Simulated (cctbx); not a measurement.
# Occupancies in ScNi4Bi2

Cell a = 7.5600 Å, b = 7.5600 Å, c = 3.7660 Å, α = 90.00°, β = 90.00°, γ = 90.00°; space group P4_2/mnm (no. 136); nominal formula ScNi4Bi2.

Simulated single-crystal data (cctbx): Mo Kα, λ = 0.71073 Å, to d = 0.84 Å, 80 % of the full sphere, strongest reflection 70000 counts, noise from counting, a 6 % proportional error and a noise floor of 4 counts (s.d.); no absorption.

With every site full:

```text
Rint 0.045, 122 unique reflections to 0.84 A
cycle     R1     wR2    GooF  max shift (A)
   1  0.1841  0.4876  21.112   0.00220
   2  0.0513  0.1639   7.095   0.00008
final R1 0.0512 wR2 0.1639 GooF 7.094  parameters 13  data/parameter 9.4
atom        x        y        z      Ueq    occ   su(xyz)  su(Uiso or U11)
Bi1    0.29177  0.29177  0.50000   0.0033  1.000  0.00015  0.0013
Ni2    0.08731  0.33642  0.00000  -0.0124  1.000  0.00041  0.0018  NPD
Sc1    0.50000  0.50000  0.00000   0.0013  1.000  0.00000  0.0032  NPD
difference map: max 7.47 min -1.86 rms 1.16
Q1    0.1019  0.3603  0.0000    8    7.55  0.21 A from Ni2
Q2    0.2126  0.7874  0.0000    4    4.85  0.05 A from Bi1
Q3    0.0000  0.0000  0.5000    2    2.97  0.00 A from Sc1
Q4    0.0167  0.1835  0.2322   16    0.66  1.54 A from Ni2
Q5    0.1216  0.6760  0.1067   16    0.62  1.16 A from Bi1
Q6    0.0736  0.7524  0.2982   16    0.59  1.54 A from Bi1
```

With the occupancies of the suspect sites free, each still typed as its main element:

```text
Rint 0.045, 122 unique reflections to 0.84 A
cycle     R1     wR2    GooF  max shift (A)
   1  0.1600  0.4451  19.451   0.00185
   8  0.0099  0.0346   1.511   0.00001
final R1 0.0099 wR2 0.0345 GooF 1.509  parameters 15  data/parameter 8.1
atom        x        y        z      Ueq    occ   su(xyz)  su(Uiso or U11)
Bi1    0.29169  0.29169  0.50000   0.0030  0.889  0.00003  0.0003
Ni2    0.08731  0.33669  0.00000  -0.0001  1.129  0.00009  0.0005  NPD
Sc1    0.50000  0.50000  0.00000   0.0069  1.000  0.00000  0.0011
su of occupancy Bi1: 0.014
su of occupancy Ni2: 0.018
difference map: max 0.86 min -0.67 rms 0.18
Q1    0.2094  0.7906  0.0000    4    0.93  0.01 A from Bi1
Q2    0.1301  0.1301  0.3416    8    0.57  1.51 A from Sc1
Q3    0.0400  0.7656  0.5000    8    0.49  1.64 A from Ni2
Q4    0.1634  0.8366  0.5000    4    0.42  1.75 A from Sc1
Q5    0.1792  0.1792  0.0000    4    0.38  1.38 A from Ni2
Q6    0.0713  0.0713  0.1145    8    0.37  1.64 A from Sc1
```

**Question.** What is the disorder?

X-rays count electrons. Bi1 refines to 0.889(0.014), or 73.8 electrons; the site truly holds 0.85 Bi and 0.15 Ni, 74.8 electrons, which is 0.901 of Bi; Ni2 refines to 1.129(0.018), or 31.6 electrons; the site truly holds 0.925 Ni and 0.075 Bi, 32.1 electrons, which is 1.147 of Ni. A value under 1 can't tell vacancies from a lighter guest, and one over 1 needs a heavier guest; chemistry or a second radiation must settle which. Occupancy correlates with U and the scale, and the two elements' form factors differ in shape, so the match is approximate.

Freeing them takes R1 from 0.0512 to 0.0099 and GooF from 7.09 to 1.51.

The model was made for the exercise: a known structure type with other elements put in, its volume estimated, not relaxed; displacement parameters are assumed.

[Middle refinement cycles are left out of these outputs.]

[Logs are printed without paths, hosts, clocks, repeated set-up lines and the standing remarks that a program may print on its own settings, such as how far it seeks lower states.]
